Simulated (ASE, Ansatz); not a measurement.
## Energy and forces of generalised stacking fault on (112) of a Nb-Li solid solution (54 atoms)

Wanted: forces and levels of generalised stacking fault on (112) of a Nb-Li solid solution (54 atoms).

Method: Kohn-Sham DFT, r2SCAN, PAW (set soft_2), plane waves, in Ansatz 0.2.0.

## (1) The starting structure

The cell holds 54 atoms: 30 Nb and 24 Li. Cell: a = 8.820 Å, b = 4.801 Å, c = 25.291 Å, α = 90.0°, β = 83.9°, γ = 90.0°. It derives from Nb and Li. Bcc Nb lattice (a = 3.3949 Å, the value set for the mixture), cell with z along [112], 3 x 1 x 3 periods; the third cell vector is tilted by 0.917 of 1/2<111> (its sense, twinning or antitwinning, isn't checked) and lengthened by 0.2 Å, so the cell holds one fault; displaced by a Gaussian of 0.01 Å; 24 of 54 Nb sites given to Li at random (lattice constant by Vegard's rule between Nb and Li).

What the set-up can't give: The cell is under 6 Å thick along one periodic direction, so every atom has periodic images of itself close by, which move with it and show among its neighbours and in g(r). The host structure and its lattice constant were typed by rule, without a check against the phase diagram.

## (2) Plane-wave single point

The electrons are solved once, with the atoms held.

input.yaml reads:

```yaml
crystal:
  lattice:
    - [8.82021, 0.0, 0.0]
    - [0.0, 4.80111, 0.0]
    - [2.6951, 0.0, 25.14732]
  atoms:
    - { symbol: Nb, position: [0.36509, 0.99947, 0.99218] }
    - { symbol: Nb, position: [0.02922, 0.00111, 0.99115] }
    - { symbol: Li, position: [0.69805, 0.00176, 0.9917] }
    - { symbol: Nb, position: [0.7623, 0.49721, 0.05379] }
    - { symbol: Nb, position: [0.42841, 0.50134, 0.05439] }
    - { symbol: Li, position: [0.09512, 0.50079, 0.05474] }
    - { symbol: Li, position: [0.85468, 0.00146, 0.10948] }
    - { symbol: Li, position: [0.52059, 0.00013, 0.11046] }
    - { symbol: Nb, position: [0.18702, 0.99986, 0.11033] }
    - { symbol: Nb, position: [0.61689, 0.49904, 0.16508] }
    - { symbol: Li, position: [0.2854, 0.5014, 0.16508] }
    - { symbol: Li, position: [0.94927, 0.49827, 0.1651] }
    - { symbol: Nb, position: [0.71105, 0.99869, 0.22063] }
    - { symbol: Nb, position: [0.37752, 0.00201, 0.21994] }
    - { symbol: Li, position: [0.04296, 0.99825, 0.21994] }
    - { symbol: Li, position: [0.80512, 0.50004, 0.27551] }
    - { symbol: Li, position: [0.47112, 0.49971, 0.27512] }
    - { symbol: Li, position: [0.13696, 0.50076, 0.27439] }
    - { symbol: Li, position: [0.56543, 0.00071, 0.33064] }
    - { symbol: Li, position: [0.23236, 0.00508, 0.33017] }
    - { symbol: Li, position: [0.89983, 0.99838, 0.3307] }
    - { symbol: Nb, position: [0.66055, 0.50104, 0.38487] }
    - { symbol: Nb, position: [0.32746, 0.49757, 0.3858] }
    - { symbol: Li, position: [0.99178, 0.49898, 0.38556] }
    - { symbol: Nb, position: [0.75471, 0.00098, 0.44071] }
    - { symbol: Nb, position: [0.42046, 0.00081, 0.44102] }
    - { symbol: Li, position: [0.08607, 0.00361, 0.44099] }
    - { symbol: Nb, position: [0.51417, 0.501, 0.49625] }
    - { symbol: Nb, position: [0.18142, 0.4988, 0.49601] }
    - { symbol: Li, position: [0.84717, 0.50142, 0.49596] }
    - { symbol: Nb, position: [0.60956, 0.99869, 0.55094] }
    - { symbol: Nb, position: [0.27488, 0.00473, 0.54988] }
    - { symbol: Nb, position: [0.9426, 0.00037, 0.55086] }
    - { symbol: Nb, position: [0.7039, 0.50211, 0.60604] }
    - { symbol: Li, position: [0.36959, 0.50218, 0.6064] }
    - { symbol: Li, position: [0.03607, 0.50218, 0.60614] }
    - { symbol: Nb, position: [0.46387, 0.99371, 0.6612] }
    - { symbol: Li, position: [0.13191, 0.99922, 0.66148] }
    - { symbol: Li, position: [0.79822, 0.00199, 0.66046] }
    - { symbol: Nb, position: [0.55924, 0.49864, 0.71581] }
    - { symbol: Li, position: [0.22752, 0.50163, 0.71604] }
    - { symbol: Nb, position: [0.89343, 0.50192, 0.71598] }
    - { symbol: Nb, position: [0.65423, 0.99908, 0.77107] }
    - { symbol: Nb, position: [0.32052, 0.99828, 0.77183] }
    - { symbol: Nb, position: [0.98795, 0.00102, 0.77176] }
    - { symbol: Nb, position: [0.41477, 0.50165, 0.82658] }
    - { symbol: Nb, position: [0.07895, 0.50277, 0.82574] }
    - { symbol: Li, position: [0.74698, 0.50352, 0.82697] }
    - { symbol: Nb, position: [0.50701, 0.00143, 0.88108] }
    - { symbol: Nb, position: [0.17577, 0.00151, 0.88147] }
    - { symbol: Nb, position: [0.83988, 0.00062, 0.88076] }
    - { symbol: Nb, position: [0.60269, 0.49809, 0.93645] }
    - { symbol: Li, position: [0.26847, 0.50147, 0.93643] }
    - { symbol: Li, position: [0.93601, 0.50072, 0.93671] }
kpoints:
  mp_grid: { grid: [2, 4, 1] }
hamiltonian:
  xc: r2scan
scf:
  occupations: { method: fermi_dirac, width: 0.1 }
output:
  forces: true
  stress: true
  populations: true
  dos:
    method: { smearing: { sigma: 0.1 } }
    de: 0.1
    projected: { site_lists: { Li: [Li], Nb: [Nb] } }
  eigenvalues: true
  write_density: true
  write_potential: true
  volumetric_format: npy
```

Started as:

```console
> ansatz run input.yaml --threads 8 --pin off --max-ram 15872MiB --backend cpu --events-out ev --progress --plain --runs-dir out
```

The program printed:

```text
Engine: ansatz 0.2.0, aarch64-unknown-linux-gnu
Pseudopotentials: kind: paw
Pseudopotential: Nb, paw, valence charge 13, recommended cutoff 500 eV (meta_gga), Nb.paw.azcp
Pseudopotential: Li, paw, valence charge 3, recommended cutoff 500 eV (meta_gga), Li.paw.azcp
[... 6 lines on functional and potentials left out ...]
Crystal: 54 atoms, lattice volume = 1064.908 Å³
Basis set: ecut = 500 eV, 27039 PW (Γ), exchange–correlation on 288×144×768 points (64 copies of the dense FFT grid, shifted against one another)
Bands: 285, of which v1, the nominal top of the filled ones, is band 231 counted from 1 (230 counted from 0)
Symmetry: 1 space group operations
Space group: P1 (ITA 1), of the structure as read, at distance tolerance 1.0e-4 Å
k-points: 6 of 8 (time reversal used)
[... 6 lines on functional and potentials left out ...]
Initial density: superposition of atomic densities (neutral atoms: chi_scale 0, normalization atom), corrected by the library's trained network
Initial wavefunctions: pseudopotential atomic-orbital guess
Functional: x = r2scan, c = r2scan; τ floored in thin density (d = 2e-4 eV/Å³)
SCF iter   1: F=—  HF=-141801.429559 eV  |F-HF|=—  |Δ(HF+E_count)|=         —  Δρ=1.20e-2  dr2=4.56e1  dr2_τ=4.66e-1  ethr=1.77e-3  ⟨swp⟩=10.7  Hψ=7929  notcnv=0
preconditioner: auto → Kerker (q_TF=auto, 2.374 Å⁻¹)  [metal: Δε(μ)=0.001 eV  Ē_g=2.706 eV  σ=0.100 eV  W_gap=0.00  n_scr=236 (ndim 8)  ℏωp=15.0 eV  f_vac=0.000  D(μ)=59.87/eV (n_scr^D=596)]
SCF iter   2: F=—  HF=-141801.442621 eV  |F-HF|=—  |Δ(HF+E_count)|=   1.31e-2  Δρ=8.09e-3  dr2=9.06e0  dr2_τ=3.19e-1  ethr=1.77e-3  ⟨swp⟩=2.7  Hψ=2149  notcnv=0
SCF iter   3: F=—  HF=-141801.398790 eV  |F-HF|=—  |Δ(HF+E_count)|=   4.38e-2  Δρ=3.70e-3  dr2=1.64e0  dr2_τ=1.70e-2  ethr=1.77e-3  ⟨swp⟩=1.0  Hψ=1710  notcnv=0
SCF iter   4: F=—  HF=-141801.412229 eV  |F-HF|=—  |Δ(HF+E_count)|=   1.34e-2  Δρ=3.11e-3  dr2=7.21e-1  dr2_τ=2.83e-2  ethr=3.55e-4  ⟨swp⟩=1.0  Hψ=1710  notcnv=0
SCF iter   5: F=—  HF=-141801.395332 eV  |F-HF|=—  |Δ(HF+E_count)|=   1.69e-2  Δρ=9.27e-4  dr2=9.84e-2  dr2_τ=2.99e-3  ethr=1.56e-4  ⟨swp⟩=1.0  Hψ=1710  notcnv=0
SCF iter   6: F=—  HF=-141801.395938 eV  |F-HF|=—  |Δ(HF+E_count)|=   6.07e-4  Δρ=6.63e-4  dr2=1.70e-2  dr2_τ=1.52e-3  ethr=2.13e-5  ⟨swp⟩=1.0  Hψ=1710  notcnv=0
SCF iter   7: F=—  HF=-141801.395684 eV  |F-HF|=—  |Δ(HF+E_count)|=   2.54e-4  Δρ=2.81e-4  dr2=3.49e-3  dr2_τ=2.13e-4  ethr=3.67e-6  ⟨swp⟩=1.8  Hψ=1870  notcnv=0
SCF iter   8: F=—  HF=-141801.395792 eV  |F-HF|=—  |Δ(HF+E_count)|=   1.08e-4  Δρ=1.69e-4  dr2=2.52e-3  dr2_τ=5.21e-5  ethr=7.55e-7  ⟨swp⟩=1.0  Hψ=1710  notcnv=0
SCF iter   9: F=—  HF=-141801.395829 eV  |F-HF|=—  |Δ(HF+E_count)|=   3.63e-5  Δρ=1.13e-4  dr2=8.45e-4  dr2_τ=5.11e-5  ethr=5.45e-7  ⟨swp⟩=1.0  Hψ=1710  notcnv=0
SCF iter  10: F=—  HF=-141801.395820 eV  |F-HF|=—  |Δ(HF+E_count)|=   8.71e-6  Δρ=5.11e-5  dr2=1.44e-4  dr2_τ=1.17e-5  ethr=1.83e-7  ⟨swp⟩=1.5  Hψ=1738  notcnv=0
SCF iter  11: F=—  HF=-141801.395812 eV  |F-HF|=—  |Δ(HF+E_count)|=   7.99e-6  Δρ=2.96e-5  dr2=2.21e-5  dr2_τ=8.35e-7  ethr=3.13e-8  ⟨swp⟩=1.2  Hψ=1754  notcnv=0
SCF iter  12: F=—  HF=-141801.397322 eV  |F-HF|=—  |Δ(HF+E_count)|=   1.51e-3  Δρ=1.88e-5  dr2=1.74e-5  dr2_τ=9.65e-7  ethr=4.79e-9  ⟨swp⟩=2.0  Hψ=2197  notcnv=0
SCF iter  13: F=—  HF=-141801.397322 eV  |F-HF|=—  |Δ(HF+E_count)|=   4.93e-7  Δρ=8.27e-6  dr2=9.00e-6  dr2_τ=1.91e-7  ethr=3.77e-9  ⟨swp⟩=1.7  Hψ=1842  notcnv=0
SCF iter  14: F=—  HF=-141801.397322 eV  |F-HF|=—  |Δ(HF+E_count)|=   1.91e-8  Δρ=6.81e-6  dr2=3.41e-6  dr2_τ=1.48e-7  ethr=1.95e-9  ⟨swp⟩=1.0  Hψ=1710  notcnv=0
SCF iter  15: F=—  HF=-141801.397322 eV  |F-HF|=—  |Δ(HF+E_count)|=   4.39e-8  Δρ=3.09e-6  dr2=3.06e-7  dr2_τ=2.48e-8  ethr=7.37e-10  ⟨swp⟩=1.0  Hψ=1710  notcnv=0
SCF iter  16: F=—  HF=-141801.397322 eV  |F-HF|=—  |Δ(HF+E_count)|=   4.44e-8  Δρ=2.45e-6  dr2=2.63e-7  dr2_τ=1.49e-8  ethr=2.16e-11  ⟨swp⟩=10.3  Hψ=9415  notcnv=0
SCF iter  17: F=-141801.397322 eV  HF=-141801.397322 eV  |F-HF|=3.51e-8  |Δ(HF+E_count)|=   1.39e-8  Δρ=1.24e-6  dr2=5.37e-8  dr2_τ=3.45e-9  ethr=2.16e-11  ⟨swp⟩=6.2  Hψ=8921  notcnv=0
SCF 1 converged in 17 iterations: F = -141801.397322 eV  dr2 = 5.37e-8
  greatest PAW one-centre occupation: 1.000 electrons in one spin orbital (limit 2), on the Nb atom at site 48 (counted from 0), in its partial waves of l = 0
SCF converged after 17 iterations
Free energy (F): -141801.397322 eV
Harris-Foulkes:  -141801.397322 eV  (|F-HF|=3.51e-8)
Internal energy: -141799.434692 eV  (E = F + TS)
E sigma→0 (E₀):  -141800.416007 eV
Entropy (-TS):   -1.962630 eV (-36.345 meV/atom)
Fermi energy:    9.190781 eV
--- Per-component energies (eV) ---
  E_band       = -7392.047448
  E_kinetic    = 12164.033653
  E_local      = -53311.711881  (includes V_loc(G=0)·N_el)
  E_nonlocal   = 2804.094755
  E_hartree    = 20715.384826
  E_xc         = -5245.509600
  E_vxc        = -7323.634288  (∫ρ·V_xc dr)
  E_paw        = -93226.898182  (= ΣΔE_a)
  E_vpaw       = -3620.148718  (= ΣTr[D̂ρ^β])
  E_aug_tail   = -0.002352  (compensation charges beyond the density's cutoff)
  E_vtau       = 464.537240  (kinetic-family band-sum trace: ∫τ·v_τ [+ j·A + Jᵃ·Aᵃ] dr)
  E_ewald      = -25693.052991
  E_core_change = -5.772921  (= ΣΔE_core)
  E_smearing   = -1.962630  (= −TS)
  E_closure    = 0.000000  (closes the sum)
  Σ components = -141801.397322   (vs F -141801.397322, Δ=0.00e0)
--- Forces (eV/Å), atoms counted from 1 ---
  atom   1  Nb    -0.46824692     0.04319503     0.48992207
  atom   2  Nb     0.30976072    -0.00961014     0.24816269
  atom   3  Li    -0.20681725    -0.06095286     0.17943840
  atom   4  Nb    -0.78744836     0.07934630    -0.27667335
  atom   5  Nb     0.64359296    -0.04206554    -0.36151263
  atom   6  Li     0.10786632    -0.00539291    -0.16892556
  atom   7  Li    -0.17824221    -0.04143178     0.01569516
  atom   8  Li     0.31216572     0.00279842    -0.24840434
  atom   9  Nb     1.47773943     0.02012301    -1.56382508
  atom  10  Nb    -0.36382818    -0.01223994     0.11833426
  atom  11  Li    -0.27386434    -0.00506576     0.10409453
  atom  12  Li     0.01752736     0.01061610    -0.17370680
  atom  13  Nb    -2.20778461     0.01665063    -1.09042708
  atom  14  Nb     1.91465717    -0.01331334    -1.31374273
[...]
atom  53  Li    -0.16685745    -0.01336896     0.29541118
  atom  54  Li     0.17045832     0.00224297     0.11756349
  max |Σ_I F_I| component: 6.61e-5 eV/Å
--- Stress (GPa, compression-positive) ---
      -11.631994       0.032968       0.297930
        0.032968      -9.967580       0.039418
        0.297930       0.039418     -10.900278
  P = ⅓ Tr σ = -10.8333 GPa (-108.333 kbar)
--- Band table (eV; the first three rows and the last of 6) ---
  k-point 0: bands = ["-47.8283", "-47.7064", "-47.6370", "-47.6254", [... 269 levels ...], "11.1003", "11.1815", "11.1996", "11.2810", "11.3567", "11.3738", "11.4197", "11.4570", "11.4933", "11.5785", "11.6048", "11.7405"]
[...]
--- Löwdin populations: 54 sites ---
  site symbol       q [e]
     0     Nb     13.0310
     1     Nb     13.1898
     2     Li      2.6241
[...]
53     Li      2.6502
  spilling = 0.008919 (of n_electrons = 462.000000)
```

Run time: 2 min. Hardware: 8 threads of Arm Neoverse V2, shared host; peak memory 8.6 GiB.

Numbers from this run:

```
free energy                             : -141801.3973 eV
free energy per atom                    : -2625.9518 eV/atom
SCF cycles                              : 17
pressure                                : -10.83 GPa
r.m.s. force component                  : 0.5043 eV/Å
longest force                           : 2.568 eV/Å
Fermi energy                            : 9.191 eV
levels partly filled by over 2 per cent : 131
spilling of the projection              : 0.008919
```

Length of the force by element:

| element | coordination | atoms | mean length of the force (eV/Å) | spread | least | most |
| --- | --- | --- | --- | --- | --- | --- |
| Li | all | 24 | 0.232 | 0.0893 | 0.0757 | 0.399 |
| Nb | all | 30 | 0.895 | 0.723 | 0.142 | 2.57 |

Density of states as counts of states in windows of 1 eV (from the Fermi level), total and the larger projections:

| from (eV) | to (eV) | total | Nb d | Nb s | Li s |
| --- | --- | --- | --- | --- | --- |
| -14 | -6 | 0.0 | 0.0 | 0.0 | 0.0 |
| -6 | -5 | 0.9 | 0.0 | 0.7 | 0.2 |
| -5 | -4 | 5.2 | 0.2 | 3.7 | 1.2 |
| -4 | -3 | 12.5 | 2.7 | 7.0 | 2.6 |
| -3 | -2 | 34.4 | 22.9 | 6.7 | 4.2 |
| -2 | -1 | 58.3 | 48.9 | 3.8 | 4.1 |
| -1 | 0 | 64.8 | 55.1 | 3.0 | 3.5 |
| 0 | 1 | 49.8 | 39.4 | 2.7 | 2.7 |

About 286 of the 462 electrons lie in deeper levels, below the stored range.

The levels nearest the highest filled one (over half full), pooled over k-points and spins:

| level less the highest filled one (eV) | occupation |
| --- | --- |
| -0.016 | 1.09 |
| -0.0119 | 1.07 |
| -0.0117 | 1.07 |
| -0.0105 | 1.06 |
| -0.0059 | 1.04 |
| 0 | 1.01 |
| 0.0095 | 0.962 |
| 0.0105 | 0.957 |
| 0.0143 | 0.938 |
| 0.0358 | 0.832 |
| 0.0359 | 0.832 |
| 0.0418 | 0.803 |

Electrostatic potential energy in the ca plane at fractional y = 0.000, with atoms of Nb and Li within 0.2 Å of it. With pseudopotentials it is smooth inside the atoms' cores, unlike the true potential.

Ten even steps from '0' (-70 eV) to '9' (12 eV), each cell a mean:
```
99999999999988999998789999999999962002799999
99998899999999999986568999999999972001699999
99986579999999999986568999988999985214799998
99985579999888999998779998755789998667899976
99997789998656799999999998410379999999999865
99999999997311489999999997300158999999999976
99999999996100269999999998510158998778999998
99999999997300279999999999753579985236899999
99999999998644689998789999988899962002799999
99998899999988899986568999999999972002699988
99986579999999999986568999988999985224799864
99986579999988999998779999755789998667898620
99997789998656899999999998410379999999998510
99999999997301589999999997300158999999999620
99999999996100279999999998510158998778999864
99999999997200379999999999753579974336899988
99987789998644689998789999988899962003799999
99863358999888899986568999999999962002799999
99730026999999999986568999999999984214799998
99730015899999999998779999999999998667899976
99852136899999999999999999876899999989999965
99986568999867899999999999865699999999999976
99999889999755799999999999866799998778999998
99999999999766799999999999988899974236899999
```
Columns run along c (16.0 Å, from fractional 0.04 to 0.67 of the cell; values clipped at the 3rd and 97th percentile), rows up along a (8.8 Å). Atoms in or near the plane, at fractional coordinates: Li at (0.11, 0.85), Li at (0.11, 0.52), Nb at (0.11, 0.19), Nb at (0.22, 0.71), Nb at (0.22, 0.38), Li at (0.22, 0.04), Li at (0.33, 0.57), Li at (0.33, 0.23), Li at (0.33, 0.90), Nb at (0.44, 0.75), Nb at (0.44, 0.42), Li at (0.44, 0.09), Nb at (0.55, 0.61), Nb at (0.55, 0.27) and more.

Valence density in the ca plane at fractional y = 0.000, with atoms of Nb and Li within 0.2 Å of it. It is the smooth field of the valence electrons, not physical close to the nuclei.

Ten even steps from '0' (0.0 e/Å³) to '9' (7.2 e/Å³), each cell a mean:
```
00000000000366510000000000266630000000000035
00000000000366520000000000035410001221000001
00000000000145310000000000001100013663000000
00001210000011100000320000000000014665100000
00014652000000000001960000000000003664100000
00026663000000000000430000011000001231000001
00014663000011000000000000144300000000000028
00001331000144200000000000366620000000000018
00000000000366510000000000266620000000000000
00000000000366620000000000135410001221000000
00000000000145410001220000001100013663000000
00001210000011100014652000000000014665100000
00014651000000000015664100000000003664100011
00026663000000000004664100011000001232000135
00014663000011000001331000134310000000000256
00001331000144200000000000266620000000000156
00000000000366510000000000266630000000000024
00000000000366520000000000135410001221000001
00000000000145310000000000001100013663000000
00000000000011100000320000000000014665100000
00000310000000000001870000000000003664100011
00002950000000000000330000011000001231000134
00001530000011000000000000145300000000000256
00000000000144200000000000266620000000000256
```
Columns run along c (16.0 Å, from fractional 0.37 to 1.00 of the cell), rows up along a (8.8 Å). Atoms in or near the plane, at fractional coordinates: Nb at (0.99, 0.37), Nb at (0.99, 0.03), Li at (0.99, 0.70), Nb at (0.44, 0.75), Nb at (0.44, 0.42), Li at (0.44, 0.09), Nb at (0.55, 0.61), Nb at (0.55, 0.27), Nb at (0.55, 0.94), Nb at (0.66, 0.46), Li at (0.66, 0.13), Li at (0.66, 0.80), Nb at (0.77, 0.65), Nb at (0.77, 0.32) and more.

Within 0.4 eV of the Fermi level the largest share is Nb d (87 % of the projected weight).

## (3) Structure statistics

Bonds and neighbours are counted at the geometry of the runs.

Density 4.61 g/cm³, 19.72 Å³ an atom.

g(r), total and by pair (bins of 0.2 Å):

| r (Å) | total | Nb-Nb | Nb-Li | Li-Li |
| --- | --- | --- | --- | --- |
| 2.80 | 0.04 | 0.11 | 0.00 | 0.00 |
| 3.00 | 7.05 | 6.75 | 7.40 | 6.65 |
| 3.20 | 0.17 | 0.18 | 0.12 | 0.28 |
| 3.40 | 3.94 | 4.25 | 3.47 | 4.61 |
| 3.60 | 0.13 | 0.14 | 0.18 | 0.00 |
| 3.80 | 0.00 | 0.00 | 0.00 | 0.00 |
| 4.00 | 0.00 | 0.00 | 0.00 | 0.00 |
| 4.20 | 0.00 | 0.00 | 0.00 | 0.00 |
| 4.40 | 0.00 | 0.00 | 0.00 | 0.00 |
| 4.60 | 0.08 | 0.17 | 0.00 | 0.13 |
| 4.80 | 3.70 | 4.53 | 2.66 | 5.02 |
| 5.00 | 0.22 | 0.15 | 0.31 | 0.12 |
| 5.20 | 0.06 | 0.00 | 0.11 | 0.00 |
| 5.40 | 0.01 | 0.00 | 0.02 | 0.00 |
| 5.60 | 5.49 | 5.30 | 5.72 | 5.20 |
| 5.80 | 1.85 | 2.06 | 1.66 | 2.01 |
| 6.00 | 0.27 | 0.27 | 0.22 | 0.42 |
| 6.20 | 0.09 | 0.07 | 0.12 | 0.04 |
| 6.40 | 0.00 | 0.00 | 0.00 | 0.00 |
| 6.60 | 0.00 | 0.00 | 0.00 | 0.00 |
| 6.80 | 0.94 | 0.94 | 0.97 | 0.89 |
| 7.00 | 0.07 | 0.00 | 0.14 | 0.00 |
| 7.20 | 0.04 | 0.04 | 0.06 | 0.00 |
| 7.40 | 3.04 | 2.96 | 3.10 | 2.99 |
| 7.60 | 3.22 | 3.25 | 3.15 | 3.34 |
| 7.80 | 0.36 | 0.39 | 0.39 | 0.22 |

Local excerpt of 15 atoms (numbers count through the whole input) about Nb45, picked at random; x, y, z are measured from there.

| atom | x | y | z | distance (Å) | Fx | Fy | Fz (eV/Å) |
| --- | --- | --- | --- | --- | --- | --- | --- |
| Nb45 | 0.00 | 0.00 | 0.00 | 0.00 | -0.41 | -0.01 | 0.57 |
| Nb47 | 0.95 | -2.39 | 1.36 | 2.91 | -0.12 | 0.00 | -0.28 |
| Nb51 | -1.01 | 0.00 | 2.74 | 2.92 | 0.31 | 0.04 | -0.19 |
| Nb47 | 0.95 | 2.41 | 1.36 | 2.92 | -0.12 | 0.00 | -0.28 |
| Nb44 | 2.93 | -0.01 | 0.00 | 2.93 | 0.17 | 0.02 | 0.55 |
| Li38 | 0.97 | -0.01 | -2.77 | 2.94 | -0.35 | 0.02 | 0.01 |
| Nb43 | -2.95 | -0.01 | -0.02 | 2.95 | -0.07 | 0.05 | -0.24 |
| Nb42 | -0.98 | -2.40 | -1.40 | 2.95 | -1.05 | 0.01 | 0.74 |
| Nb42 | -0.98 | 2.40 | -1.40 | 2.95 | -1.05 | 0.01 | 0.74 |
| Nb50 | 1.95 | 0.00 | 2.76 | 3.38 | -0.35 | 0.00 | -0.32 |
| Li48 | -1.98 | -2.39 | 1.39 | 3.40 | -0.01 | -0.06 | -0.21 |
| Li41 | 1.96 | -2.40 | -1.40 | 3.40 | 0.04 | -0.04 | -0.06 |
| Li41 | 1.96 | 2.40 | -1.40 | 3.40 | 0.04 | -0.04 | -0.06 |
| Li48 | -1.98 | 2.41 | 1.39 | 3.41 | -0.01 | -0.06 | -0.21 |
| Li39 | -1.97 | 0.00 | -2.80 | 3.42 | 0.03 | -0.01 | 0.15 |

## (4) Outcome

- free energy per atom: -2625.9518 eV/atom
- density: 4.606 g/cm³
- pressure: -10.83 GPa
- r.m.s. force component: 0.5043 eV/Å
- wall time of the 1 DFT run: 2 min

131 levels are partly filled, by over 2 % (on the run's k-points), as in a metal.

What to keep in mind: The geometry was built by rule, was displaced at random and isn't relaxed at this level: its force components are 0.50 eV/Å r.m.s. The pressure of -11 GPa shows the cell to be stretched for this functional.

[Logs are printed without paths, hosts, clocks, repeated set-up lines and the standing remarks that a program may print on its own settings, such as how far it seeks lower states.]

[Hosts, paths, dates, database ids (printed as entryN), source tags and the programs' standing remarks are cut or masked in the printed files.]
